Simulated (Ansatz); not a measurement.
# LiH (Fm-3m): lattice thermal conductivity, part 2 of 3

How well does the lattice of LiH conduct heat?

What experiment has found for this phase:
- thermal conductivity 15 W/m/K near room temperature (given in “Combining the AFLOW GIBBS and Elastic Libraries to efficiently and robustly screen thermo-mechanical properties of solids”, 2017, arXiv:1611.05714)
- thermal conductivity 15 W/m/K near room temperature (given in “Predicting the lattice thermal conductivity of solids by solving the Boltzmann transport equation: AFLOW - AAPL an automated, accurate and efficient framework”, 2017, arXiv:1611.05481)

Ansatz 0.2.0; DFT LDA, scalar-relativistic, plane waves, PAW; PAW set soft_1.

So far. Step 2 (Probe on a coarse mesh): The start is under -4.1 GPa at this level and looks like an insulator or semiconductor on this mesh. Step 5 (Relaxing to small residual forces and stress): The residual pressure is -5.4e-4 GPa, small enough for phonons. The relaxed cell has a = 3.908 Å (conventional setting).

The database entry behind the starting cell differs from later determinations by our own check (the deuteride, about 0.2 % short), so it need not match the best structure at ambient conditions.

### Step 6. Third-order constants and the Boltzmann equation

The supercell must be wider than twice the pair cutoff, and the number of displaced cells grows with the pairs inside it, which is where the cost lies.

input.yaml reads:

```yaml
crystal:
  lattice:
    - [0.0, 1.9542128153, 1.9542128153]
    - [1.9542128153, 0.0, 1.9542128153]
    - [1.9542128153, 1.9542128153, 0.0]
  atoms:
    - { symbol: Li, position: [0.0, 0.0, 0.0] }
    - { symbol: H, position: [0.5, 0.5, 0.5] }
kpoints:
  mp_grid: { grid: [10, 10, 10] }
hamiltonian:
  xc: lda
  pseudopotentials: { kind: paw, azcp: { folder: soft_1 }, xc_functional: pbe }
scf:
  occupations: { method: fixed }
  lower_state_search: "off"
output:
  eigenvalues: true
phonons:
  method: fd
  dielectric: true
  supercell: [5, 5, 5]
  temperatures: { t_max: 1000, t_step: 50 }
  qpath:
    path:
      - [[0.0, 0.0, 0.0], [0.5, 0.0, 0.5], [0.5, 0.25, 0.75], [0.375, 0.375, 0.75], [0.0, 0.0, 0.0], [0.5, 0.5, 0.5], [0.625, 0.25, 0.625], [0.5, 0.25, 0.75], [0.5, 0.5, 0.5], [0.375, 0.375, 0.75]]
      - [[0.625, 0.25, 0.625], [0.5, 0.0, 0.5]]
    npoints: 10
  third_order: { supercell: [5, 5, 5], pair_cutoff: 4.937 }
  lattice_thermal_conductivity:
    qmesh: [27, 27, 27]
    temperatures: [100.0, 150.0, 200.0, 300.0, 400.0, 500.0]
    isotope_mass_variance:
      - { species: H, variance: 0.0001146 }
      - { species: Li, variance: 0.001459 }
    solution: relaxation_time
```

Started as:

```sh
$ ansatz run input.yaml --threads 18 --pin off --max-ram 92160MiB --backend cuda --events-out ev --progress --plain --runs-dir out
```

The log of the run:

```text
Warning: phonons.dielectric: true without phonons.rigid_motions: the static dielectric tensor ε⁰ will be withheld (ε∞, Z* and the rows of modes are given); for a crystal or a slab, whose only rigid motions are the translations, set phonons.rigid_motions: translations
Warning: phonons.third_order: as it is cut ahead of every solve, the batch solves 279 displaced supercells where 169 would do. It runs under 48 of the 6000 operations that the crystal's space group holds on the batch's supercell: the run's FFT boxes carry no more. The force constants lose no accuracy. For the smaller batch, try basis.xc_grid above 1 where it is 1, a denser FFT box (accuracy: high where it is lower, or a larger basis.ecutrho_ratio), or the same crystal shifted so that one of its atoms lies at the cell's origin: each can bring back operations that the batch needs, and none is sure to; [rest of the remark cut]
[...]
Crystal: 250 atoms, lattice volume = 1865.759 Å³
Basis set: ecut = 420 eV, 36325 PW (Γ)
Bands: 500, of which v1, the nominal top of the filled ones, is band 250 counted from 1 (249 counted from 0)
Symmetry: 6000 space group operations
k-points: 3 of 8
[...]
SCF iter   1: F=—  HF=-27276.877080 eV  |F-HF|=—  |Δ(HF+E_count)|=         —  Δρ=9.64e-9  dr2=6.49e-13  ethr=1.00e-12  ⟨swp⟩=3.0  Hψ=3209  notcnv=0
[...]
SCF iter   2: F=-27276.877080 eV  HF=-27276.877080 eV  |F-HF|=1.09e-11  |Δ(HF+E_count)|=  2.18e-11  Δρ=5.35e-9  dr2=2.24e-13  ethr=1.00e-12  ⟨swp⟩=2.0  Hψ=2226  notcnv=0
SCF 1 converged in 2 iterations: F = -27276.877080 eV  dr2 = 2.24e-13
[...]
Crystal: 2 atoms, lattice volume = 14.926 Å³
Basis set: ecut = 420 eV, 283 PW (Γ), exchange–correlation on 40×40×40 points (8 copies of the dense FFT grid, shifted against one another)
Bands: 6, of which v1, the nominal top of the filled ones, is band 2 counted from 1 (1 counted from 0)
Symmetry: 48 space group operations
k-points: 102 of 1000 (irreducible under 8 space group operations, time reversal used)
[...]
SCF iter   1: F=—  HF=-218.215017 eV  |F-HF|=—  |Δ(HF+E_count)|=         —  Δρ=1.20e-8  dr2=2.24e-14  ethr=3.54e-9  ⟨swp⟩=2.2  Hψ=6255  notcnv=0  defer=186
eigensolver tolerance schedule: the retry pair's looser diagonalisation over-reported the residual by 6318157.84 of it (diagonalisation noise at an unbounded share of the residual, at the tolerance the schedule requests for it); recorded, not acted on — ethr = c·dr2/N_el stays at c = 1.0e-1
[...]
SCF iter   2: F=-218.215017 eV  HF=-218.215017 eV  |F-HF|=5.68e-14  |Δ(HF+E_count)|=  1.46e-10  Δρ=8.66e-9  dr2=7.15e-15  ethr=1.00e-12  ⟨swp⟩=3.9  Hψ=2623  notcnv=0
SCF 2 converged in 2 iterations: F = -218.215017 eV  dr2 = 7.15e-15
[...]
SCF 1 converged in 3 iterations: F = -218.215470 eV  dr2 = 4.13e-11
[...]
--- Phonons: 2 displaced members + reference (amplitude 0.0025 Å, Σ member SCF iterations 12) ---
  symmetry images taken by strict's conditions (phonons.symmetry_images: auto; settled by no image being taken that strict refuses)
  ASR residual: 1.222e-5 → 0.000e0 eV/Å²; symmetrization residual: 3.545e-5 eV/Å²
  largest component of a force at the reference: 9.5e-29 eV/Å
  ASR residual per site (eV/Å²): 1.22e-5 1.20e-5
  Γ frequencies (cm⁻¹): 0.00 0.00 0.00 646.88 646.88 646.88
  Unit cell's response to a homogeneous field: 3 representative field directions (Σ response iterations 9)
  ε∞ (high-frequency dielectric tensor):
        4.980812    -0.000000    -0.000000
       -0.000000     4.980812    -0.000000
       -0.000000    -0.000000     4.980812
  ε⁰ (static dielectric tensor): not given — the deck does not say what the cell's rigid motions are, and on a molecule in a box or a wire the rigid rotations would enter the sum over the modes at Γ. For a crystal or a slab, whose only rigid motions are the translations, set phonons.rigid_motions: translations.
  Born effective charges Z* (e; rows j = field, columns β = displacement):
    site 0:
         1.02469   -0.00000    0.00000
        -0.00000    1.02469    0.00000
         0.00000   -0.00000    1.02469
    site 1:
        -1.02469    0.00000   -0.00000
         0.00000   -1.02469   -0.00000
        -0.00000    0.00000   -1.02469
  Z* charge neutrality: 5.860e-5 e pre-enforcement
  solved inside a basis spanned on the 10×10×10 k-mesh, on 14×14×14 k-points, its susceptibility summed on 16×16×16: ε∞ is read to err by 2.0e-2, Z* by 7.1e-3 e; Z* is corrected for what the basis lacks
  optical modes at Γ without the LO–TO term, one row a degenerate level:
      ω (cm⁻¹)  modes    IR ((D/Å)²/amu)
        646.88      3            82.5674
  optical modes at Γ + LO–TO along q̂ = [1.0000, 0.0000, 0.0000]:
      ω (cm⁻¹)  modes    IR ((D/Å)²/amu)
        646.88      2            55.0449
       1099.11      1            27.5225
  optical modes at Γ + LO–TO along q̂ = [0.0000, 1.0000, 0.0000]:
      ω (cm⁻¹)  modes    IR ((D/Å)²/amu)
        646.88      2            55.0449
       1099.11      1            27.5225
  optical modes at Γ + LO–TO along q̂ = [0.0000, 0.0000, 1.0000]:
      ω (cm⁻¹)  modes    IR ((D/Å)²/amu)
        646.88      2            55.0449
       1099.11      1            27.5225
  density of states and harmonic sums: on the 30×30×30 q-mesh, interpolated from the force constants of a 5×5×5 supercell (with the dipole–dipole term)
  largest difference from the sums on the solved wave vectors: F 4.21e-3 eV, S 6.35e-6 and C_V 2.01e-6 eV/K
  zero-point energy: 0.235163 eV/cell   skipped modes (ω ≤ 0): 3   left out of the sums: 1.85e-5 of the cell's modes: C_V's classical limit lies that fraction below 3 k_B per atom; for a crystal, a wire or a layer, F and S can be off by more, and a phonons.interpolated_qmesh denser along its periods is the remedy for the sampling
--- Third-order force constants: 279 member SCFs in a 5×5×5 supercell (pair cutoff 4.937 Å, amplitude 0.03 Å, SCF threshold 1.00e-9 eV, Σ member SCF iterations 1674) ---
[...]
6326 force-constant blocks with the first atom in the home cell, fitted with 634 parameters over 56 symmetry orbits; no atom triplet left out
  sum-rule residual: 5.413e-2 → 2.630e-15 eV/Å³; symmetrization residual: 8.697e-3 eV/Å³; largest sum-rule correction relative to its orbit: 2.218e-1, on the orbit of the block of home site 0 with site 1 of cell (-2, -1, 0) and site 1 of cell (-2, -1, 0), whose norm before the correction was 7.945e-2 eV/Å³
--- Lattice thermal conductivity: 27×27×27 mesh (560 irreducible points), tetrahedron method ---
  three-phonon and isotope scattering only; four-phonon, boundary and, in a metal, phonon-electron scattering are left out
  each conductivity is what the modes' populations carry and what the coherences between them add
  conductivity (a third of the tensor's trace), W/(m K), in the relaxation-time approximation:
       T (K)   relaxation time
      100.00          136.3493
      150.00           67.7928
      200.00           48.0794
      300.00           30.5993
      400.00           22.5124
      500.00           17.9949
```

The job ended after 3.5 min (1 × NVIDIA GB200 with 18 threads of Arm Neoverse V2, shared host; peak memory 3.6 GiB).

This step gave:

```
Γ frequencies                              : 0, 0, 0, 646.9, 646.9, 646.9 cm⁻¹ (negative: imaginary)
lowest frequency on the path               : 0 cm⁻¹
zero-point energy                          : 0.2352 eV/cell
point group                                : m-3m
highest frequency                          : 1107 cm⁻¹
Debye temperature from the second moment   : 1298 K
κ at 300 K (relaxation time)               : 30.6 W/m/K
dipole term                                : run
mean free path at half of κ                : 26.9 nm
share of κ above the three lowest branches : 0.03
third-order blocks                         : 6326
periodic aliases dropped                   : 0
largest relative sum-rule correction       : 0.2218
displaced cells, third order               : 279
```

LO-TO term included. The phonon branches at the labelled points (cm⁻¹):

| point | branch 1 | branch 2 | branch 3 | branch 4 | branch 5 | branch 6 |
| --- | --- | --- | --- | --- | --- | --- |
| Γ | 0 | 0 | 0 | 647 | 647 | 1099 |
| halfway | 259 | 259 | 363 | 764 | 764 | 1073 |
| X | 336 | 336 | 452 | 857 | 857 | 1049 |
| halfway | 356 | 358 | 438 | 888 | 889 | 1022 |
| W | 372 | 402 | 402 | 912 | 958 | 958 |
| halfway | 348 | 404 | 418 | 881 | 951 | 986 |
| K | 331 | 410 | 424 | 858 | 957 | 996 |
| halfway | 243 | 283 | 406 | 792 | 812 | 1084 |
| Γ | 0 | 0 | 0 | 647 | 647 | 1099 |
| halfway | 220 | 220 | 372 | 784 | 784 | 1103 |
| L | 298 | 298 | 538 | 830 | 830 | 1072 |
| halfway | 312 | 345 | 497 | 844 | 891 | 1048 |
| U | 331 | 410 | 424 | 858 | 957 | 996 |
| halfway | 348 | 404 | 418 | 881 | 951 | 986 |
| W | 372 | 402 | 402 | 912 | 958 | 958 |
| halfway | 320 | 354 | 485 | 854 | 901 | 1038 |
| L | 298 | 298 | 538 | 830 | 830 | 1072 |
| halfway | 312 | 345 | 497 | 844 | 891 | 1048 |
| K | 331 | 410 | 424 | 858 | 957 | 996 |
| jump to U | 331 | 410 | 424 | 858 | 957 | 996 |
| halfway | 336 | 359 | 445 | 858 | 891 | 1036 |
| X | 336 | 336 | 452 | 857 | 857 | 1049 |

The phonon branches as a text plot (rows in cm⁻¹):

```
   1084 |******             ****************          ****
   1038 |      *****       *                **       *    *** ***
    991 |           ** ****                   **** **        *
    945 |            ******                  ********       ***
    899 |          *****   *                *    *****     *   *
    853 |       ***     *****             *******    *** ********
    807 |     **            ***        ***              *
    761 |    *                **     **
    715 |  **                  **   *
    669 |**                     ****
    623 |
    576 |
    530 |                               ****          *****
    484 |                              *    **       *     **
    438 |      ******  ******                 ***  **        ****
    392 |     *      ******  *        *      ********       ***
    346 |    *  *****  *****  *             * **** ***    ** ****
    300 |   * **           *** *     *  ******       ********
    254 |  * *              ***     *  *
    208 |   *                 ***    **
    161 | **                   *    *
    115 | *                     **
     69 |*                       * *
     23 |                         *
         Γ       X    W  K        Γ      L     U  W     L   K|U X
```

Lattice thermal conductivity, RTA xx against temperature:

```
temperature (K)  lattice thermal conductivity, RTA xx (W/m/K)
            100                                           136
            150                                          67.8
            200                                          48.1
            300                                          30.6
            400                                          22.5
            500                                          18.0
```

The modes has structure finer than the step of the table below, so its rows give means over 25 cm⁻¹, whole bins alone (the curve runs from -10 to 1150 cm⁻¹). Peaks (cm⁻¹: height): H 850.7: 0.0207, 1054.9: 0.0119; Li 325.5: 0.0199, 442.2: 0.0147.

Phonopy on the run's constants, 21x21x21 mesh, Gaussian sigma 8.3 cm⁻¹. The modes by wavenumber; means over each step; values in 1/cm⁻¹/cell:

```csv
wavenumber (cm⁻¹),H,Li
25,7.4e-7,5.2e-6
50,1.2e-5,7.9e-5
75,1.9e-5,1.7e-4
100,3.6e-5,3.0e-4
125,6.1e-5,5.7e-4
150,8.1e-5,8.7e-4
175,1.1e-4,0.00135
200,1.5e-4,0.00215
225,1.6e-4,0.00313
250,2.0e-4,0.00501
275,2.1e-4,0.00837
300,2.1e-4,0.0158
325,1.8e-4,0.0193
350,1.5e-4,0.0141
375,1.1e-4,0.00872
400,1.1e-4,0.00570
425,1.2e-4,0.00832
450,1.3e-4,0.0126
475,7.3e-5,0.00630
500,3.1e-5,0.00339
525,6.0e-6,0.00152
550,0,1.3e-4
575,0,0
600,0,0
625,3.4e-6,0
650,1.5e-4,2.0e-5
675,5.3e-4,5.9e-5
700,1.0e-3,9.5e-5
725,0.00167,1.3e-4
750,0.00258,1.5e-4
775,0.00394,1.7e-4
800,0.00645,1.9e-4
825,0.0139,2.0e-4
850,0.0196,1.4e-4
875,0.0129,7.1e-5
900,0.00747,2.9e-5
925,0.00514,1.3e-5
950,0.00299,1.7e-6
975,0.00171,0
1000,0.00407,2.0e-6
1025,0.00777,2.4e-5
1050,0.0113,1.2e-4
1075,0.00922,3.0e-4
1100,0.00509,4.0e-4
1125,3.6e-4,3.7e-5
```

Distinct triplets, nearest first. Third order norms, by row:

```
   sites  side 1 (Å)  side 2 (Å)  side 3 (Å)  norm of the 27 components (eV/Å³)
Li-Li-Li           0           0           0                                  0
   H-H-H           0           0           0                                  0
  Li-H-H           0        1.95        1.95                              4.905
 Li-H-Li           0        1.95        1.95                              5.163
  Li-H-H        1.95        1.95        2.76                              0.202
 Li-H-Li        1.95        1.95        2.76                              0.325
Li-Li-Li           0        2.76        2.76                              1.515
Li-Li-Li        2.76        2.76        2.76                              0.054
   H-H-H           0        2.76        2.76                              0.417
   H-H-H        2.76        2.76        2.76                              0.165
  Li-H-H        1.95        2.76        3.38                              0.124
 Li-H-Li        1.95        2.76        3.38                              0.042
  Li-H-H           0        3.38        3.38                              0.145
 Li-H-Li           0        3.38        3.38                              0.257
 Li-H-Li        1.95        1.95        3.91                              0.183
  Li-H-H        1.95        1.95        3.91                              0.125
Li-Li-Li        2.76        2.76        3.91                              0.055
   H-H-H        2.76        2.76        3.91                              0.067
  Li-H-H        3.38        3.38        3.91                              0.013
 Li-H-Li        3.38        3.38        3.91                              0.028
Li-Li-Li           0        3.91        3.91                              0.172
   H-H-H           0        3.91        3.91                               0.12
  Li-H-H        1.95        2.76        4.37                              0.082
 Li-H-Li        1.95        2.76        4.37                              0.042
  Li-H-H        2.76        3.38        4.37                              0.034
 Li-H-Li        2.76        3.38        4.37                              0.021
 Li-H-Li        1.95        3.91        4.37                              0.028
  Li-H-H        1.95        3.91        4.37                              0.022
  Li-H-H           0        4.37        4.37                               0.08
  Li-H-H        2.76        4.37        4.37                              0.034
```

Born charge (rows field, columns displacement) (e), principal values of the symmetric part by kind of site:

```
atom  atoms with these values    low  middle   high   mean
 Li1                        1   1.02    1.02   1.02   1.02
  H2                        1  -1.02   -1.02  -1.02  -1.02
```

In full for Li1:

```
1.02 0.00 0.00
0.00 1.02 0.00
0.00 0.00 1.02
```

RTA, 300 K. Kappa by branch, by row:

| branch (by rank) | mean frequency (THz) | mean rms speed (km/s) | median lifetime (ps) | share of kappa |
| --- | --- | --- | --- | --- |
| 1 | 8.84 | 2.42 | 1.95 | 0.198 |
| 2 | 9.64 | 3.25 | 2.07 | 0.421 |
| 3 | 13.03 | 3.42 | 0.683 | 0.351 |
| 4 | 24.89 | 2.29 | 0.206 | 0.005 |
| 5 | 25.81 | 3.57 | 0.348 | 0.021 |
| 6 | 31.51 | 1.98 | 0.0628 | 0.004 |

Table of spectral kappa at 300 K, relaxation time (W/m/K/THz) by frequency; read off at these points:

```
frequency (THz)  spectral kappa at 300 K, relaxation time (W/m/K/THz)
            0.5                                                     0
            1.5                                                  3.23
            2.5                                                  2.12
            3.5                                                  1.61
            5.5                                                  2.10
            6.5                                                  3.01
            7.5                                                  4.65
            8.5                                                  3.98
            9.5                                                  2.66
           11.5                                                  1.20
           13.5                                                 0.402
           14.5                                                 0.171
           16.5                                                9.2e-5
           17.5                                                     0
           19.5                                               0.00277
           20.5                                                 0.014
           22.5                                                0.0242
           24.5                                                0.0556
           25.5                                                 0.126
           27.5                                                 0.171
           28.5                                                 0.161
           30.5                                                0.0405
           31.5                                               0.00732
           33.5                                                2.1e-5
```

Relaxation-time solution. Share of κ carried by shorter paths against mean free path:

```
mean free path (nm)  100 K  300 K  500 K
              0.316      0  0.001  0.006
              0.464      0  0.002  0.011
                  1      0  0.008  0.035
               1.47      0  0.016  0.061
               2.15      0  0.028  0.106
               4.64  0.001  0.099  0.269
               6.81  0.002   0.17  0.343
                 10  0.006  0.255   0.44
               21.5   0.02  0.436  0.667
               31.6  0.029  0.546  0.771
               46.4   0.04  0.672  0.831
                100  0.087  0.821  0.911
                147  0.143   0.85  0.918
                215  0.201  0.897  0.929
                464  0.347  0.925  0.957
                681   0.45  0.951      1
               1000  0.502  0.951      1
               2150   0.62      1      1
               3160  0.736      1      1
               4640  0.762      1      1
              10000  0.871      1      1
              14700      1      1      1
```

[end of part 2 of 3]

[Logs are printed without paths, hosts, clocks, repeated set-up lines and the standing remarks that a program may print on its own settings, such as how far it seeks lower states.]

[Hosts, paths, dates, database ids (printed as entryN), source tags and the programs' standing remarks are cut or masked in the printed files.]

[A step with changed settings may run another functional than the one named; its input shows which.]
